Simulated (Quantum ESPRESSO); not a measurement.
# K(110), 5 layers: solver and mixing choices, part 3 of 4

Aim: which eigensolver and mixing brings K(110), 5 layers to self-consistency fastest, and whether the result stays the same.

Quantum ESPRESSO 7.5; plane-wave DFT, PBE, GBRV ultrasoft pseudopotentials.

So far. Step 5 (Self-consistent run: david, TF mixing, beta 0.4 …): Counted from each run's own zero (the Fermi level), the vacuum level differs from the first run's by +1 meV. Step 6 (SCF with pw.x: david, local-TF mixing, beta 0.7 …): Counted from each run's own zero (the Fermi level), the vacuum level differs from the first run's by +2 meV.

**7. Self-consistent run: david, local-TF mixing, beta 0.2, history 8**

Input file c5.in:

```
&control
  prefix = 'c5'
  outdir = './out'
  pseudo_dir = './pseudo'
  calculation = 'scf'
  tprnfor = .true.
/
&system
  ibrav = 0
  nat = 5
  ntyp = 1
  ecutwfc = 40
  ecutrho = 200
  occupations = 'smearing'
  smearing = 'mv'
  degauss = 0.02
  assume_isolated = 'esm'
  esm_bc = 'bc1'
/
&electrons
  conv_thr = 1e-07
  mixing_beta = 0.2
  electron_maxstep = 80
  mixing_mode = 'local-TF'
  diagonalization = 'david'
  mixing_ndim = 8
/
ATOMIC_SPECIES
  K   39.0983  k_pbe_v1.4.uspp.F.UPF
CELL_PARAMETERS angstrom
  3.69816846560564 -2.61500000000000 0.00000000000000
  3.69816846560564 2.61500000000000 0.00000000000000
  0.00000000000000 0.00000000000000 30.79267386242257
ATOMIC_POSITIONS crystal
  K   0.000000000000 0.000000000000 -0.240197943324
  K   0.500000000000 0.500000000000 -0.120098971662
  K   0.000000000000 0.000000000000 0.000000000000
  K   0.500000000000 0.500000000000 0.120098971662
  K   0.000000000000 0.000000000000 0.240197943324
K_POINTS automatic
  6 6 1 0 0 0
```

Command:

```sh
$ OMP_NUM_THREADS=1 mpirun -n 4 pw.x -nk 2 -in c5.in > c5.out
```

What it wrote:

```text
[banner, memory and clock lines left out]
Program PWSCF v.7.5 starts
[...]
Message from routine setup:
[...]
number of electrons       =        45.00
     number of Kohn-Sham states=           28
     kinetic-energy cutoff     =      40.0000  Ry
     charge density cutoff     =     200.0000  Ry
[...]
number of k points=    13  Marzari-Vanderbilt smearing, width (Ry)=  0.0200
[...]
Dense  grid:   191989 G-vectors     FFT dimensions: (  40,  40, 270)
[...]
negative rho (up, down):  1.661E-04 0.000E+00
     Starting wfcs are   40 randomized atomic wfcs
[...]
negative rho (up, down):  1.955E-03 0.000E+00
[...]
estimated scf accuracy    <       0.72918321 Ry
[...]
negative rho (up, down):  4.425E-02 0.000E+00
[...]
estimated scf accuracy    <       0.61948872 Ry
[...]
negative rho (up, down):  4.433E-02 0.000E+00
[...]
estimated scf accuracy    <       0.05621273 Ry
[...]
negative rho (up, down):  5.922E-02 0.000E+00
[...]
estimated scf accuracy    <       0.11802188 Ry
[...]
negative rho (up, down):  5.574E-02 0.000E+00
[...]
estimated scf accuracy    <       0.45756597 Ry
[...]
negative rho (up, down):  3.449E-02 0.000E+00
[...]
estimated scf accuracy    <       0.41269890 Ry
[...]
negative rho (up, down):  3.363E-02 0.000E+00
[...]
estimated scf accuracy    <       0.05266863 Ry
[...]
negative rho (up, down):  3.480E-02 0.000E+00
[...]
estimated scf accuracy    <       0.04062859 Ry
[...]
negative rho (up, down):  3.805E-02 0.000E+00
[...]
estimated scf accuracy    <       0.37672627 Ry
[...]
negative rho (up, down):  3.118E-02 0.000E+00
[...]
estimated scf accuracy    <       0.05150360 Ry
[...]
negative rho (up, down):  8.968E-02 0.000E+00
[...]
estimated scf accuracy    <       0.02459055 Ry
[...]
negative rho (up, down):  3.679E-02 0.000E+00
[...]
estimated scf accuracy    <       1.65215421 Ry
[...]
negative rho (up, down):  3.313E-02 0.000E+00
[...]
estimated scf accuracy    <       0.09867695 Ry
[...]
negative rho (up, down):  3.239E-02 0.000E+00
[...]
estimated scf accuracy    <       0.03643359 Ry
[...]
negative rho (up, down):  4.122E-02 0.000E+00
[...]
estimated scf accuracy    <       0.03459954 Ry
[...]
negative rho (up, down):  3.782E-02 0.000E+00
[...]
estimated scf accuracy    <       0.02996484 Ry
[...]
negative rho (up, down):  3.753E-02 0.000E+00
[...]
estimated scf accuracy    <       0.03419719 Ry
[...]
negative rho (up, down):  4.418E-02 0.000E+00
[...]
estimated scf accuracy    <       0.02876394 Ry
[...]
negative rho (up, down):  4.556E-02 0.000E+00
[...]
estimated scf accuracy    <       0.02762265 Ry
[...]
negative rho (up, down):  1.672E-02 0.000E+00
[...]
estimated scf accuracy    <       0.03351144 Ry
[...]
negative rho (up, down):  1.594E-02 0.000E+00
[...]
estimated scf accuracy    <       0.02550690 Ry
[...]
negative rho (up, down):  1.363E-02 0.000E+00
[...]
estimated scf accuracy    <       0.01025161 Ry
[...]
negative rho (up, down):  1.007E-02 0.000E+00
[...]
estimated scf accuracy    <       0.00303872 Ry
[...]
negative rho (up, down):  6.373E-03 0.000E+00
[...]
estimated scf accuracy    <       0.00112602 Ry
[...]
negative rho (up, down):  3.063E-03 0.000E+00
[...]
estimated scf accuracy    <       0.00037504 Ry
[...]
negative rho (up, down):  1.774E-03 0.000E+00
[...]
estimated scf accuracy    <       0.00037099 Ry
[...]
negative rho (up, down):  3.747E-04 0.000E+00
[...]
estimated scf accuracy    <       0.00004386 Ry
[...]
negative rho (up, down):  1.210E-03 0.000E+00
[...]
estimated scf accuracy    <       0.00004184 Ry
[...]
negative rho (up, down):  8.850E-04 0.000E+00
[...]
estimated scf accuracy    <       0.00002887 Ry
[...]
negative rho (up, down):  1.171E-03 0.000E+00
[...]
estimated scf accuracy    <       0.00004536 Ry
[...]
negative rho (up, down):  1.050E-03 0.000E+00
[...]
estimated scf accuracy    <       0.00004195 Ry
[...]
negative rho (up, down):  1.360E-03 0.000E+00
[...]
estimated scf accuracy    <       0.00005913 Ry
[...]
negative rho (up, down):  8.567E-04 0.000E+00
[...]
estimated scf accuracy    <       0.00003855 Ry
[...]
negative rho (up, down):  3.967E-04 0.000E+00
[...]
estimated scf accuracy    <       0.00005742 Ry
[...]
negative rho (up, down):  1.160E-04 0.000E+00
[...]
estimated scf accuracy    <       0.00005798 Ry
[...]
negative rho (up, down):  6.236E-04 0.000E+00
[...]
estimated scf accuracy    <       0.00001559 Ry
[...]
negative rho (up, down):  3.779E-04 0.000E+00
[...]
estimated scf accuracy    <       0.00010099 Ry
[...]
negative rho (up, down):  9.523E-05 0.000E+00
[...]
estimated scf accuracy    <       0.00001078 Ry
[...]
negative rho (up, down):  1.577E-07 0.000E+00
[...]
estimated scf accuracy    <       0.00000615 Ry
[...]
negative rho (up, down):  2.968E-06 0.000E+00
[...]
estimated scf accuracy    <       0.00000611 Ry
[...]
negative rho (up, down):  5.167E-06 0.000E+00
[...]
estimated scf accuracy    <       0.00000082 Ry
[...]
negative rho (up, down):  9.086E-06 0.000E+00
[...]
estimated scf accuracy    <       0.00000089 Ry
[...]
negative rho (up, down):  4.410E-06 0.000E+00
[...]
estimated scf accuracy    <       0.00000041 Ry
[...]
negative rho (up, down):  9.286E-06 0.000E+00
[...]
estimated scf accuracy    <       0.00000032 Ry
[...]
negative rho (up, down):  1.011E-05 0.000E+00
[...]
the Fermi energy is    -2.3563 ev
!    total energy              =    -284.91987348 Ry
     estimated scf accuracy    <       0.00000006 Ry
     smearing contrib. (-TS)   =      -0.00329584 Ry
     internal energy E=F+TS    =    -284.91657764 Ry
[...]
one-electron contribution =    4033.30411329 Ry
     hartree contribution      =   -2021.83057065 Ry
     xc contribution           =     -44.81241656 Ry
     ewald contribution        =   -2251.57770372 Ry
     convergence has been achieved in  45 iterations
     negative rho (up, down):  1.011E-05 0.000E+00
[...]
Total force =     0.000252     Total SCF correction =     0.000369
[...]
```

Wall time 3.9 min (4 MPI ranks of Arm Neoverse V2, shared host); peak memory 1.1 GiB.

Read from the output:

```
Fermi energy                                                   : -2.356 eV
vacuum line at the lower end of the cell, over the Fermi level : 2.356 eV
vacuum line at the upper end of the cell, over the Fermi level : 2.356 eV
```

The program's own clock; routines nest. Time by routine:

```csv
routine,wall time (s),calls
PWSCF,235.8,1
electrons,233.4,1
c_bands,181.5,45
cegterg,166.3,320
h_psi,120.1,2737
fftw,100.3,79408
vloc_psi,97.38,2737
sum_band,23.19,45
mix_rho,18.03,45
calbec,13.91,3080
add_vuspsi,11.24,2737
h_psi:calbec,11.17,2737
s_psi,11.15,2737
ffts,9.97,5465
```

Counted from each run's own zero (the Fermi level), the vacuum level differs from the first run's by +1 meV.

**8. SCF with pw.x: david, local-TF mixing, beta 0.4, history 4**

c6.in, as its differences from the input of step 7:

```diff
@@ -1,3 +1,3 @@
 &control
-  prefix = 'c5'
+  prefix = 'c6'
   outdir = './out'
@@ -21,3 +21,3 @@
   conv_thr = 1e-07
-  mixing_beta = 0.2
+  mixing_beta = 0.4
   electron_maxstep = 80
@@ -25,3 +25,3 @@
   diagonalization = 'david'
-  mixing_ndim = 8
+  mixing_ndim = 4
 /
```

Command:

```sh
$ OMP_NUM_THREADS=1 mpirun -n 4 pw.x -nk 2 -in c6.in > c6.out
```

What it wrote:

```text
[banner, memory and clock lines left out]
Program PWSCF v.7.5 starts
[...]
Message from routine setup:
[...]
number of electrons       =        45.00
     number of Kohn-Sham states=           28
     kinetic-energy cutoff     =      40.0000  Ry
     charge density cutoff     =     200.0000  Ry
[...]
number of k points=    13  Marzari-Vanderbilt smearing, width (Ry)=  0.0200
[...]
Dense  grid:   191989 G-vectors     FFT dimensions: (  40,  40, 270)
[...]
negative rho (up, down):  1.661E-04 0.000E+00
     Starting wfcs are   40 randomized atomic wfcs
[...]
negative rho (up, down):  4.475E-03 0.000E+00
[...]
estimated scf accuracy    <       0.72918321 Ry
[...]
negative rho (up, down):  4.234E-02 0.000E+00
[...]
estimated scf accuracy    <       0.51026208 Ry
[...]
negative rho (up, down):  4.293E-02 0.000E+00
[...]
estimated scf accuracy    <       0.04085727 Ry
[...]
negative rho (up, down):  5.703E-02 0.000E+00
[...]
estimated scf accuracy    <       0.12123110 Ry
[...]
negative rho (up, down):  5.679E-02 0.000E+00
[...]
estimated scf accuracy    <       0.40715613 Ry
[...]
negative rho (up, down):  5.147E-02 0.000E+00
[...]
estimated scf accuracy    <       0.28690899 Ry
[...]
negative rho (up, down):  3.471E-02 0.000E+00
[...]
estimated scf accuracy    <       0.13997029 Ry
[...]
negative rho (up, down):  2.694E-02 0.000E+00
[...]
estimated scf accuracy    <       0.01249897 Ry
[...]
negative rho (up, down):  2.562E-02 0.000E+00
[...]
estimated scf accuracy    <       0.00125702 Ry
[...]
negative rho (up, down):  2.526E-02 0.000E+00
[...]
estimated scf accuracy    <       0.00144271 Ry
[...]
negative rho (up, down):  2.384E-02 0.000E+00
[...]
estimated scf accuracy    <       0.00155187 Ry
[...]
negative rho (up, down):  1.210E-02 0.000E+00
[...]
estimated scf accuracy    <       0.00086131 Ry
[...]
negative rho (up, down):  1.002E-02 0.000E+00
[...]
estimated scf accuracy    <       0.00251391 Ry
[...]
negative rho (up, down):  6.389E-03 0.000E+00
[...]
estimated scf accuracy    <       0.00081821 Ry
[...]
negative rho (up, down):  2.021E-03 0.000E+00
[...]
estimated scf accuracy    <       0.00019529 Ry
[...]
negative rho (up, down):  2.863E-03 0.000E+00
[...]
estimated scf accuracy    <       0.00004170 Ry
[...]
negative rho (up, down):  2.862E-03 0.000E+00
[...]
estimated scf accuracy    <       0.00003988 Ry
[...]
negative rho (up, down):  1.593E-03 0.000E+00
[...]
estimated scf accuracy    <       0.00005272 Ry
[...]
negative rho (up, down):  1.410E-03 0.000E+00
[...]
estimated scf accuracy    <       0.00002425 Ry
[...]
negative rho (up, down):  1.055E-03 0.000E+00
[...]
estimated scf accuracy    <       0.00001688 Ry
[...]
negative rho (up, down):  5.055E-04 0.000E+00
[...]
estimated scf accuracy    <       0.00000355 Ry
[...]
negative rho (up, down):  1.659E-04 0.000E+00
[...]
estimated scf accuracy    <       0.00000144 Ry
[...]
negative rho (up, down):  1.042E-04 0.000E+00
[...]
estimated scf accuracy    <       0.00000066 Ry
[...]
negative rho (up, down):  1.592E-05 0.000E+00
[...]
estimated scf accuracy    <       0.00000039 Ry
[...]
negative rho (up, down):  6.778E-06 0.000E+00
[...]
estimated scf accuracy    <       0.00000020 Ry
[...]
negative rho (up, down):  1.024E-05 0.000E+00
[...]
the Fermi energy is    -2.3564 ev
!    total energy              =    -284.91987338 Ry
     estimated scf accuracy    <       0.00000006 Ry
     smearing contrib. (-TS)   =      -0.00329623 Ry
     internal energy E=F+TS    =    -284.91657715 Ry
[...]
one-electron contribution =    4033.31750908 Ry
     hartree contribution      =   -2021.84419194 Ry
     xc contribution           =     -44.81219058 Ry
     ewald contribution        =   -2251.57770372 Ry
     convergence has been achieved in  26 iterations
     negative rho (up, down):  1.024E-05 0.000E+00
[...]
Total force =     0.000461     Total SCF correction =     0.000405
[...]
```

It took 2.5 min on 4 MPI ranks; peak memory 1 GiB.

The program's own clock; routines nest. Time by routine:

| routine | wall time (s) | calls |
| --- | --- | --- |
| PWSCF | 148.3 | 1 |
| electrons | 145.8 | 1 |
| c_bands | 115.8 | 26 |
| cegterg | 106.7 | 184 |
| h_psi | 76.16 | 2246 |
| fftw | 62.62 | 48928 |
| vloc_psi | 61.19 | 2246 |
| sum_band | 13.58 | 26 |
| mix_rho | 10.22 | 26 |
| calbec | 9.06 | 2456 |
| add_vuspsi | 7.41 | 2246 |
| h_psi:calbec | 7.35 | 2246 |
| s_psi | 7.31 | 2246 |
| ffts | 5.7 | 3076 |

Counted from each run's own zero (the Fermi level), the vacuum level differs from the first run's by +1 meV.

**9. Self-consistent run: cg, local-TF mixing, beta 0.4, history 8**

c7.in, as its differences from the input of step 8:

```diff
@@ -1,3 +1,3 @@
 &control
-  prefix = 'c6'
+  prefix = 'c7'
   outdir = './out'
@@ -24,4 +24,4 @@
   mixing_mode = 'local-TF'
-  diagonalization = 'david'
-  mixing_ndim = 4
+  diagonalization = 'cg'
+  mixing_ndim = 8
 /
```

Command:

```sh
$ OMP_NUM_THREADS=1 mpirun -n 4 pw.x -nk 2 -in c7.in > c7.out
```

What it wrote:

```text
[banner, memory and clock lines left out]
Program PWSCF v.7.5 starts
[...]
Message from routine setup:
[...]
number of electrons       =        45.00
     number of Kohn-Sham states=           28
     kinetic-energy cutoff     =      40.0000  Ry
     charge density cutoff     =     200.0000  Ry
[...]
number of k points=    13  Marzari-Vanderbilt smearing, width (Ry)=  0.0200
[...]
Dense  grid:   191989 G-vectors     FFT dimensions: (  40,  40, 270)
[...]
negative rho (up, down):  1.661E-04 0.000E+00
     Starting wfcs are   40 randomized atomic wfcs
[...]
negative rho (up, down):  4.524E-03 0.000E+00
[...]
estimated scf accuracy    <       0.87385330 Ry
[...]
negative rho (up, down):  5.064E-02 0.000E+00
[...]
estimated scf accuracy    <       0.64466588 Ry
[...]
negative rho (up, down):  3.469E-02 0.000E+00
[...]
estimated scf accuracy    <       0.16100551 Ry
[...]
negative rho (up, down):  3.905E-02 0.000E+00
[...]
estimated scf accuracy    <       0.03911202 Ry
[...]
negative rho (up, down):  4.367E-02 0.000E+00
[...]
estimated scf accuracy    <       0.07369245 Ry
[...]
negative rho (up, down):  4.274E-02 0.000E+00
[...]
estimated scf accuracy    <       0.02625546 Ry
[...]
negative rho (up, down):  3.812E-02 0.000E+00
[...]
estimated scf accuracy    <       0.01096837 Ry
[...]
negative rho (up, down):  3.055E-02 0.000E+00
[...]
estimated scf accuracy    <       0.00245366 Ry
[...]
negative rho (up, down):  1.749E-02 0.000E+00
[...]
estimated scf accuracy    <       0.00145420 Ry
[...]
negative rho (up, down):  8.581E-03 0.000E+00
[...]
estimated scf accuracy    <       0.00126943 Ry
[...]
negative rho (up, down):  8.680E-04 0.000E+00
[...]
estimated scf accuracy    <       0.00076653 Ry
[...]
negative rho (up, down):  8.858E-04 0.000E+00
[...]
estimated scf accuracy    <       0.00034097 Ry
[...]
negative rho (up, down):  2.190E-03 0.000E+00
[...]
estimated scf accuracy    <       0.00052808 Ry
[...]
negative rho (up, down):  1.671E-03 0.000E+00
[...]
estimated scf accuracy    <       0.00005471 Ry
[...]
negative rho (up, down):  4.365E-04 0.000E+00
[...]
estimated scf accuracy    <       0.00010079 Ry
[...]
negative rho (up, down):  1.207E-04 0.000E+00
[...]
estimated scf accuracy    <       0.00011569 Ry
[...]
negative rho (up, down):  1.683E-06 0.000E+00
[...]
estimated scf accuracy    <       0.00000971 Ry
[...]
negative rho (up, down):  1.683E-05 0.000E+00
[...]
estimated scf accuracy    <       0.00001662 Ry
[...]
negative rho (up, down):  3.392E-06 0.000E+00
[...]
estimated scf accuracy    <       0.00001460 Ry
[...]
negative rho (up, down):  4.673E-06 0.000E+00
[...]
estimated scf accuracy    <       0.00001532 Ry
[...]
negative rho (up, down):  4.272E-06 0.000E+00
[...]
estimated scf accuracy    <       0.00001662 Ry
[...]
negative rho (up, down):  1.922E-04 0.000E+00
[...]
estimated scf accuracy    <       0.00000465 Ry
[...]
negative rho (up, down):  1.686E-04 0.000E+00
[...]
estimated scf accuracy    <       0.00000184 Ry
[...]
negative rho (up, down):  4.685E-05 0.000E+00
[...]
estimated scf accuracy    <       0.00000119 Ry
[...]
negative rho (up, down):  1.013E-05 0.000E+00
[...]
the Fermi energy is    -2.3547 ev
!    total energy              =    -284.91987367 Ry
     estimated scf accuracy    <       0.00000008 Ry
     smearing contrib. (-TS)   =      -0.00329614 Ry
     internal energy E=F+TS    =    -284.91657754 Ry
[...]
one-electron contribution =    4033.30510549 Ry
     hartree contribution      =   -2021.83159309 Ry
     xc contribution           =     -44.81238622 Ry
     ewald contribution        =   -2251.57770372 Ry
     convergence has been achieved in  25 iterations
     negative rho (up, down):  1.013E-05 0.000E+00
[...]
Total force =     0.000644     Total SCF correction =     0.000488
[...]
```

Wall time 2.7 min (4 MPI ranks); peak memory 0.99 GiB; 11 min of CPU time.

Read from the output:

| Property | Result |
| --- | --- |
| Fermi energy | -2.355 eV |
| vacuum line at the lower end of the cell, over the Fermi level | 2.355 eV |
| vacuum line at the upper end of the cell, over the Fermi level | 2.355 eV |

The program's own clock; routines nest. Time by routine:

```csv
routine,wall time (s),calls
PWSCF,163.4,1
electrons,160.9,1
c_bands,131.8,25
ccgdiagg,110.2,175
h_psi,83.88,14545
hs_1psi,79.64,14370
fftw,56.88,43608
vloc_psi,55.4,14545
s_psi,26.1,28915
calbec,24.95,29118
s_1psi,23.36,14370
wfcrot,19.92,175
add_vuspsi,15.54,14545
sum_band,13.16,25
```

Counted from each run's own zero (the Fermi level), the vacuum level differs from the first run's by -1 meV.

**10. SCF with pw.x: ppcg, local-TF mixing, beta 0.4, history 8**

c8.in, as its differences from the input of step 9:

```diff
@@ -1,3 +1,3 @@
 &control
-  prefix = 'c7'
+  prefix = 'c8'
   outdir = './out'
@@ -24,3 +24,3 @@
   mixing_mode = 'local-TF'
-  diagonalization = 'cg'
+  diagonalization = 'ppcg'
   mixing_ndim = 8
```

Command:

```sh
$ OMP_NUM_THREADS=1 mpirun -n 4 pw.x -nk 2 -in c8.in > c8.out
```

What it wrote:

```text
[banner, memory and clock lines left out]
Program PWSCF v.7.5 starts

          URL

 %%%%%%%%%%%%%%%%%%%%%%%%%%%%%%%%%%%%%%%%%%%%%%%%%%%%%%%%%%%%%%%%%%%%%%%%%%%%%%
     Error in routine iosys (1):
     PPCG diagonalization not supported anymore (Dec. 2024)
 %%%%%%%%%%%%%%%%%%%%%%%%%%%%%%%%%%%%%%%%%%%%%%%%%%%%%%%%%%%%%%%%%%%%%%%%%%%%%%

     stopping ...
[the rest left out]
```

Run time: 0.5 s. Hardware: 4 MPI ranks; peak memory 0.09 GiB.

The input was rejected at the start.

The fault put into the input: an eigensolver that this release has dropped (electrons.diagonalization = "ppcg").

The message: “iosys (1): PPCG diagonalization not supported anymore (Dec. 2024)”. This release no longer has that solver; david, paro or rmm-davidson serve.

[end of part 3 of 4]

[Logs are printed without paths, hosts, clocks, repeated set-up lines and the standing remarks that a program may print on its own settings, such as how far it seeks lower states.]

[Hosts, paths, dates, database ids (printed as entryN), source tags and the programs' standing remarks are cut or masked in the printed files.]

[Maps of the electrostatic potential energy from Ansatz leave out the sawtooth potential of an applied field or a dipole correction, so their vacuum need not be flat; planar profiles and work functions include it.]
